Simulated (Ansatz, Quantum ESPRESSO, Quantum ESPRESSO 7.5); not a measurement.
## Ni(111), 5 layers: vacuum level and surface dipole

Aim: the work function of each face of Ni(111), 5 layers, and how it moves with functional, pseudopotentials and boundary condition.

Method: plane-wave DFT, PBE, GBRV ultrasoft pseudopotentials (geometry and cross-check by Ansatz 0.2.0 with PAW datasets; geometry under PBE), in Quantum ESPRESSO 7.5.

Experimental background.

For Ni (clean (111) face), “Anisotropic work function of elemental crystals” (2019, arxiv:1902.07811) quotes earlier work: work function (clean (111) face) 5.36 eV.

This is a report of a sequence of runs, with most program output left out.

### 1. The structure

The cell holds 5 atoms: 5 Ni. Its edges and angles: a = 2.489 Å, b = 2.489 Å, c = 24.129 Å, α = 90.0°, β = 90.0°, γ = 60.0°. It derives from Ni. Vacuum lies along c.

### 2. Geometry from Ansatz

The geometry comes first, from a plane-wave PAW code, so that the later runs on this slab share one structure.

input.yaml

```yaml
crystal:
  lattice:
    - [2.4890158698, 0.0, 0.0]
    - [1.2445079349, 2.1555509736, 0.0]
    - [0.0, 0.0, 24.1290917902]
  atoms:
    - { symbol: Ni, position: [0.6666666667, 0.6666666667, 0.3315499841], spin: 0.7 }
    - { symbol: Ni, position: [0.0, 0.0, 0.4157749921], spin: 0.7 }
    - { symbol: Ni, position: [0.3333333333, 0.3333333333, 0.5], spin: 0.7 }
    - { symbol: Ni, position: [0.6666666667, 0.6666666667, 0.5842250079], spin: 0.7 }
    - { symbol: Ni, position: [0.0, 0.0, 0.6684500159], spin: 0.7 }
magnetization:
  spin_polarized: true
kpoints:
  mp_grid: { grid: [12, 12, 1] }
hamiltonian:
  xc: pbe
scf:
  occupations: { method: fermi_dirac, width: 0.1 }
  convergence: { dr2_threshold: 1.0e-08 }
efield:
  axis: 3
  dipole_correction: true
  ramp_position: 0.97
  ramp_width: 0.04
relax:
  f_tol: 0.01
  constraints: [{ sites: [2] }]
output:
  write_potential: true
  write_density: true
  volumetric_format: npy
```

Command:

```sh
$ ansatz run input.yaml --threads 8 --pin off --max-ram 16384MiB --backend cpu --events-out ev --progress --plain --runs-dir out
```

It took 17 s on 8 threads of Arm Neoverse V2, shared host; peak memory 0.71 GiB; 2.1 min of CPU time.

The steps of the relaxation:

```
step  energy less that of the first step (eV)  largest force component (eV/Å)
   1                                   0.0000                          0.1500
   2                                  -0.0028                          0.0896
   3                                  -0.0042                          0.0034
```

The atoms that moved most (Å):

```
atom     dx     dy      dz  length
 Ni5  0.000  0.000  -0.029   0.029
 Ni1  0.000  0.000   0.029   0.029
```

Final coordinates:

```xyz
5
Lattice="2.4890 0.0000 0.0000 1.2445 2.1556 0.0000 0.0000 0.0000 24.1291" Properties=species:S:1:pos:R:3
Ni    2.4890    1.4370    8.0288
Ni    0.0000    0.0000   10.0329
Ni    1.2445    0.7185   12.0645
Ni    2.4890    1.4370   14.0962
Ni    0.0000    0.0000   16.1003
```

 Held were the atoms numbered 3; the forces quoted are those on the free ones.

Read from the output:

* free energy: -29197.4513 eV
* energy at zero smearing: -29197.3105 eV
* smearing term TS: 0.2817 eV
* Fermi energy: 4.768 eV
* magnetization: 3.380 μB
* absolute magnetization: 3.869 μB
* site moments: 0.7248, 0.7262, 0.6829, 0.7262, 0.7248 μB
* symmetry operations: 6
* work function of the upper face: 5.052 eV
* work function of the lower face: 5.051 eV
* dipole along the normal: -3.10e-5 e·Å

### 3. Self-consistent run

The work function is the vacuum level less the Fermi level, so the run needs a vacuum wide enough for a flat potential.

Level of this step: plane-wave DFT, PBE, GBRV ultrasoft pseudopotentials (Quantum ESPRESSO 7.5).

scf.in

```
&control
  prefix = 'scf'
  outdir = './out'
  pseudo_dir = './pseudo'
  calculation = 'scf'
  tprnfor = .true.
/
&system
  ibrav = 0
  nat = 5
  ntyp = 1
  ecutwfc = 40
  ecutrho = 200
  occupations = 'smearing'
  smearing = 'mv'
  degauss = 0.02
  nspin = 2
  starting_magnetization(1) = 0.12
/
&electrons
  conv_thr = 1e-07
  mixing_beta = 0.4
  electron_maxstep = 120
  mixing_mode = 'local-TF'
/
ATOMIC_SPECIES
  Ni  58.6934  ni_pbe_v1.4.uspp.F.UPF
CELL_PARAMETERS angstrom
  2.48901586975992 0.00000000000000 0.00000000000000
  1.24450793487996 2.15555097363471 0.00000000000000
  0.00000000000000 0.00000000000000 24.12909179020000
ATOMIC_POSITIONS crystal
  Ni  0.666666666667 0.666666666667 0.332744791999
  Ni  0.000000000000 -0.000000000000 0.415799910251
  Ni  0.333333333333 0.333333333333 0.500000000000
  Ni  0.666666666667 0.666666666667 0.584199870084
  Ni  -0.000000000000 -0.000000000000 0.667254826827
K_POINTS automatic
  12 12 1 0 0 0
```

Command:

```sh
$ OMP_NUM_THREADS=1 mpirun -n 8 pw.x -nk 8 -in scf.in > scf.out
```

The job ended after 53 s (8 MPI ranks; peak memory 0.91 GiB; 7 min of CPU time).

Read from the output:

| Quantity | Value |
| --- | --- |
| free energy | -23351.3610 eV |
| Fermi energy | 4.659 eV |
| magnetization | 3.58 μB |
| absolute magnetization | 4.14 μB |
| site moments | 0.7722, 0.7718, 0.7287, 0.7718, 0.7722 μB |

The run needed 23 iterations to bring the estimated error under 1e-07 Ry; the largest force on any atom, held or free, is 0.02 eV/Å. The cell keeps a moment of 3.6 μB.

### 4. Electrostatic potential

The vacuum level is read from the electrostatic potential (plot_num = 11), averaged over planes.

pot.in

```
&inputpp
  prefix = 'scf'
  outdir = './out'
  filplot = 'pot.dat'
  plot_num = 11
/
```

Command:

```sh
$ OMP_NUM_THREADS=1 mpirun -n 8 pp.x -in pot.in > pot.out
```

The job ended after 0.75 s (8 MPI ranks; peak memory 0.09 GiB; 5.2 s of CPU time).

Numbers from this step:

* work function of the upper face: 5.038 eV
* slope of the potential above: 5.48e-4 eV/Å
* upper vacuum line continued to the top atoms, over the Fermi level: 5.035 eV
* work function of the lower face: 5.039 eV
* slope of the potential below: -6.24e-5 eV/Å
* lower vacuum line continued to the bottom atoms, over the Fermi level: 5.039 eV

Electrostatic potential energy of an electron; zero at the Fermi level. Table of potential energy, planar mean by z:

z (Å), potential energy, planar mean (eV) and a bar from the least value:
```
      0.0        5.0 ##############################
      0.5        5.0 ##############################
      1.0        5.0 ##############################
      1.5        5.0 ##############################
      2.0        5.0 ##############################
      2.5        5.0 ##############################
      3.0        5.0 ##############################
      3.5        5.0 ##############################
      4.0        5.0 ##############################
      4.5        5.0 ##############################
      5.0        5.0 ##############################
      5.5        5.0 ##############################
      6.0        4.8 ##############################
      6.5        4.2 #############################
      7.0        1.8 ###########################
      7.5       -8.1 #################
      8.0      -25.0 
      8.5      -10.5 ##############
      9.0       -0.6 ########################
      9.5       -8.3 #################
     10.0      -25.1 
     10.5      -10.8 ##############
     11.0       -0.5 ########################
     11.5       -7.1 ##################
     12.0      -24.7 
     12.5      -12.2 #############
     13.0       -0.6 ########################
     13.5       -6.1 ###################
     14.0      -24.3 #
     14.5      -13.6 ###########
     15.0       -0.9 ########################
     15.5       -5.8 ###################
     16.0      -24.2 #
     16.5      -13.5 ###########
     17.0        0.5 #########################
     17.5        3.8 #############################
     18.0        4.7 ##############################
     18.5        4.9 ##############################
     19.0        5.0 ##############################
     19.5        5.0 ##############################
     20.0        5.0 ##############################
     20.5        5.0 ##############################
     21.0        5.0 ##############################
     21.5        5.0 ##############################
     22.0        5.0 ##############################
     22.5        5.0 ##############################
     23.0        5.0 ##############################
     23.5        5.0 ##############################
     24.0        5.0 ##############################
```

Electrostatic potential energy in the ca plane at fractional y = 0.667, with atoms of Ni within 0.2 Å of it. With pseudopotentials it is smooth inside the atoms' cores, unlike the true potential.

Values in eV, 5 rows by 16 columns, each cell a mean:
```
  5   3 -26 -37  -1  -1   0  -2 -22 -41  -2  -1   4   5   5   5
  5   3 -44 -58   0   1   2   1 -39 -64  -1   1   4   5   5   5
  5   4 -23 -33  -2  -2   0  -2 -19 -37  -2  -2   4   5   5   5
  5   4  -1  -3  -6  -9  -6  -9  -1  -3  -5 -10   3   5   5   5
  5   4  -1  -3  -6  -9  -6  -9  -2  -4  -5  -9   3   5   5   5
```
Columns run along c (16.0 Å, from fractional 0.21 to 0.87 of the cell; values clipped at the 3rd and 97th percentile), rows up along a (2.5 Å). Atoms in or near the plane, at fractional coordinates: Ni at (0.33, 0.67), Ni at (0.58, 0.67).

The vacuum is flat to 0.5 meV/Å, so its level is well defined. Inside the slab the curve depends on the local part of the pseudopotentials; only the vacuum level has a meaning of its own.

### 5. Macroscopic average

A running mean over one period damps the atomic wiggles and leaves the mean of this pseudopotential's potential.

avg.in

```
1
pot.dat
1.0
475
3
3.8404392814
```

Command:

```sh
$ OMP_NUM_THREADS=1 average.x < avg.in > avg.out
```

Run time: 0.5 s. Hardware: 1 MPI rank; peak memory 0.1 GiB.

Read from the output:

```
average.x's running mean inside the slab, on the run's own zero                  : -6.368 eV
mean potential by an exact Fourier window inside the slab, on the run's own zero : -6.369 eV
```

Electrostatic potential energy of an electron; zero at the Fermi level; window 2.0323 Å. The potential energy by z:

```
z (Å)  planar mean (eV)  running mean (eV)
  0.0              5.04               5.04
  0.5              5.04               5.04
  1.0              5.04               5.04
  1.5              5.04               5.04
  2.0              5.04               5.04
  2.5              5.04               5.04
  3.0              5.04               5.04
  3.5              5.04               5.04
  4.0              5.04               5.04
  4.5              5.03               5.03
  5.0              5.02               4.99
  5.5              4.97               4.87
  6.0              4.80               4.41
  6.5              4.16               2.64
  7.0              1.82              -3.14
  7.5             -8.10              -9.04
  8.0             -25.2              -10.7
  8.5             -10.5              -11.1
  9.0            -0.532              -11.3
  9.5             -8.25              -11.2
 10.0             -25.3              -11.1
 10.5             -10.8              -11.0
 11.0            -0.453              -11.0
 11.5             -7.05              -11.0
 12.0             -24.9              -11.0
 12.5             -12.2              -11.0
 13.0            -0.613              -11.0
 13.5             -5.99              -11.0
 14.0             -24.5              -11.1
 14.5             -13.6              -11.1
 15.0            -0.823              -11.3
 15.5             -5.71              -11.2
 16.0             -24.4              -10.8
 16.5             -13.6              -9.76
 17.0             0.518              -5.03
 17.5              3.80               1.58
 18.0              4.70               4.15
 18.5              4.95               4.80
 19.0              5.01               4.97
 19.5              5.03               5.02
 20.0              5.04               5.03
 20.5              5.04               5.04
 21.0              5.04               5.04
 21.5              5.04               5.04
 22.0              5.04               5.04
 22.5              5.04               5.04
 23.0              5.04               5.04
 23.5              5.04               5.04
 24.0              5.04               5.04
```

Where the running mean is not flat inside, average.x's window, rounded to the grid, doesn't match the spacings there.

### 6. Density by pp.x

The density shows how far the electrons spill into the vacuum.

rho.in

```
&inputpp
  prefix = 'scf'
  outdir = './out'
  filplot = 'rho.dat'
  plot_num = 0
/
```

Command:

```sh
$ OMP_NUM_THREADS=1 mpirun -n 8 pp.x -in rho.in > rho.out
```

Wall time 0.74 s (8 MPI ranks); peak memory 0.1 GiB; 5.1 s of CPU time.

Read from the output:

| Item | Value |
| --- | --- |
| electrons by integration | 90.00 e |

The valence density, planar mean oscillates, so the rows of the table below give means over windows of 2.01 Å about each position, cut where the curve ends. Its maxima inside the range that stand out by 2 % of the span (Å: e/Å³): 8.0: 4.39, 10.1: 4.41, 12.1: 4.41, 14.1: 4.41, 16.1: 4.39. Its minima: 9.0: 0.299, 11.1: 0.288, 13.1: 0.288, 15.1: 0.299.

Mean over planes. Table of valence density, planar mean by z; means over each step:

z (Å), valence density, planar mean (e/Å³) and a bar:
```
     3.01       0.00 
     5.02       0.00 
     7.03       0.86 ###############
     9.04       1.68 ##############################
    11.05       1.62 #############################
    13.06       1.62 #############################
    15.07       1.68 ##############################
    17.08       0.88 ################
    19.09       0.00 
    21.10       0.00
```

Valence density in the ca plane at fractional y = 0.667, with atoms of Ni within 0.2 Å of it. It is the smooth field of the valence electrons, not physical close to the nuclei.

Ten steps, logarithmic in the rise over the least value, from '0' (0 e/Å³) to '9' (39 e/Å³), each cell a mean:
```
00000024642111111111111256311111100000000000
00000037973111110011111489621111000000000000
00000048984101110011111599721110000000000000
00000037863111110011111478521111000000000000
00000013331111111112111233211111100000000000
00000011111112211123211111111222100000000000
00000001111123321123211111111232100000000000
00000011211112211122211122111222100000000000
```
Columns run along c (16.0 Å, from fractional 0.21 to 0.87 of the cell), rows up along a (2.5 Å). Atoms in or near the plane, at fractional coordinates: Ni at (0.33, 0.67), Ni at (0.58, 0.67).

The density integrates to 90.000 electrons, as the 90 of the input ask.

### 7. Projected density of states

projwfc.x splits the states by atom and orbital; the spilling says how much the atomic basis misses.

pdos.in

```
&projwfc
  prefix = 'scf'
  outdir = './out'
  filpdos = 'pdos'
  Emin = -3.341
  Emax = 8.659
  DeltaE = 0.1
  ngauss = 0
  degauss = 0.01
/
```

Command:

```sh
$ OMP_NUM_THREADS=1 mpirun -n 8 projwfc.x -in pdos.in > pdos.out
```

The job ended after 1.6 s (8 MPI ranks; peak memory 0.1 GiB; 12 s of CPU time).

Read from the output:

- spilling of the projection: 0.0021

Projected DOS an atom, spin up over height of the atomic layer and energy from the Fermi level. Columns are the atomic layers from the bottom up.

Values in states/eV, 22 rows by 5 columns, each cell a mean:
```
0.20 0.16 0.11 0.16 0.20
0.21 0.17 0.22 0.17 0.21
0.16 0.10 0.14 0.10 0.16
0.19 0.16 0.16 0.16 0.19
0.69 0.65 0.71 0.65 0.69
2.09 1.80 1.66 1.80 2.09
1.65 1.28 1.40 1.28 1.65
1.48 1.01 1.08 1.01 1.48
2.09 1.48 1.45 1.48 2.09
1.15 1.32 1.37 1.32 1.15
0.80 0.98 1.12 0.98 0.80
0.66 0.91 0.73 0.91 0.66
0.64 1.10 1.03 1.10 0.64
0.34 0.67 0.58 0.67 0.34
0.21 0.39 0.39 0.39 0.21
0.13 0.20 0.21 0.20 0.13
0.07 0.09 0.08 0.09 0.07
0.07 0.11 0.13 0.11 0.07
0.05 0.06 0.05 0.06 0.05
0.03 0.06 0.06 0.06 0.03
0.03 0.06 0.06 0.06 0.03
0.03 0.05 0.05 0.05 0.03
```
Columns: height of the atomic layer (Å) from 8.03 to 16.1; rows upwards: energy from the Fermi level (eV) from -8.00 to 1.40.

Projected DOS an atom, spin dn over height of the atomic layer and energy from the Fermi level. Columns are the atomic layers from the bottom up.

Ten even steps from '_' (0.03 states/eV) to '@' (1.76 states/eV), each cell a mean:
```
..______..
..______..
++++++++++
@@%%##%%@@
%%******%%
##++##++##
@@##**##@@
%%######%%
==++**++==
==========
::======::
::======::
..::::::..
..........
__________
__________
__________
__________
__________
__________
__________
__________
```
Columns: height of the atomic layer (Å) from 8.03 to 16.1; rows upwards: energy from the Fermi level (eV) from -8.00 to 1.40.

The atomic orbitals miss 0.2 % of the occupied states; for empty states the projections can miss much more.

### 8. Ground state: open boundaries by the effective screening medium

The effective screening medium with bc1 puts vacuum on both sides and removes the images along the normal. The slab must sit about z = 0, symmetry is kept, and the .esm1 file holds the planar potential.

esm.in, as its differences from the input of step 3:

```diff
@@ -1,3 +1,3 @@
 &control
-  prefix = 'scf'
+  prefix = 'esm'
   outdir = './out'
@@ -16,2 +16,4 @@
   degauss = 0.02
+  assume_isolated = 'esm'
+  esm_bc = 'bc1'
   nspin = 2
@@ -32,7 +34,7 @@
 ATOMIC_POSITIONS crystal
-  Ni  0.666666666667 0.666666666667 0.332744791999
-  Ni  0.000000000000 -0.000000000000 0.415799910251
-  Ni  0.333333333333 0.333333333333 0.500000000000
-  Ni  0.666666666667 0.666666666667 0.584199870084
-  Ni  -0.000000000000 -0.000000000000 0.667254826827
+  Ni  0.666666666667 0.666666666667 -0.167255017414
+  Ni  0.000000000000 -0.000000000000 -0.084199899161
+  Ni  0.333333333333 0.333333333333 0.000000190587
+  Ni  0.666666666667 0.666666666667 0.084200060671
+  Ni  -0.000000000000 -0.000000000000 0.167255017414
 K_POINTS automatic
```

Command:

```sh
$ OMP_NUM_THREADS=1 mpirun -n 8 pw.x -nk 8 -in esm.in > esm.out
```

Wall time 81 s (8 MPI ranks); peak memory 0.87 GiB; 11 min of CPU time.

Read from the output:

| Property | Result |
| --- | --- |
| free energy | -23351.3611 eV |
| Fermi energy | -5.038 eV |
| site moments | 0.7723, 0.7718, 0.7288, 0.7718, 0.7723 μB |
| vacuum line at the lower end of the cell, over the Fermi level | 5.040 eV |
| vacuum line at the upper end of the cell, over the Fermi level | 5.035 eV |

Electrostatic potential energy of an electron; zero at the Fermi level. The potential energy, planar mean by z:

```
z (Å)  potential energy, planar mean (eV)
-12.0                                5.04
-11.5                                5.04
-11.0                                5.04
-10.5                                5.04
-10.0                                5.04
 -9.5                                5.04
 -9.0                                5.04
 -8.5                                5.04
 -8.0                                5.04
 -7.5                                5.03
 -7.0                                5.02
 -6.5                                4.96
 -6.0                                4.76
 -5.5                                4.00
 -5.0                                1.16
 -4.5                               -10.8
 -4.0                               -25.1
 -3.5                               -8.17
 -3.0                              -0.605
 -2.5                               -11.0
 -2.0                               -25.3
 -1.5                               -8.47
 -1.0                              -0.412
 -0.5                               -9.66
  0.0                               -25.4
  0.5                               -9.67
  1.0                              -0.415
  1.5                               -8.48
  2.0                               -25.3
  2.5                               -11.0
  3.0                              -0.610
  3.5                               -8.18
  4.0                               -25.1
  4.5                               -10.8
  5.0                                1.16
  5.5                                4.00
  6.0                                4.75
  6.5                                4.96
  7.0                                5.01
  7.5                                5.03
  8.0                                5.03
  8.5                                5.03
  9.0                                5.03
  9.5                                5.04
 10.0                                5.04
 10.5                                5.04
 11.0                                5.04
 11.5                                5.04
```

The vacuum levels are read from the outermost 0.7 Å of the cell on either side.

The run needed 26 iterations to bring the estimated error under 1e-07 Ry; the largest force on any atom, held or free, is 0.03 eV/Å. The cell keeps a moment of 3.6 μB.

The upper level is 5.035 eV against 5.038 eV from the periodic run.

(Part 1 of 2 ends here.)

[Logs are printed without paths, hosts, clocks, repeated set-up lines and the standing remarks that a program may print on its own settings, such as how far it seeks lower states.]

[Hosts, paths, dates, database ids (printed as entryN), source tags and the programs' standing remarks are cut or masked in the printed files.]

[Maps of the electrostatic potential energy from Ansatz leave out the sawtooth potential of an applied field or a dipole correction, so their vacuum need not be flat; planar profiles and work functions include it.]
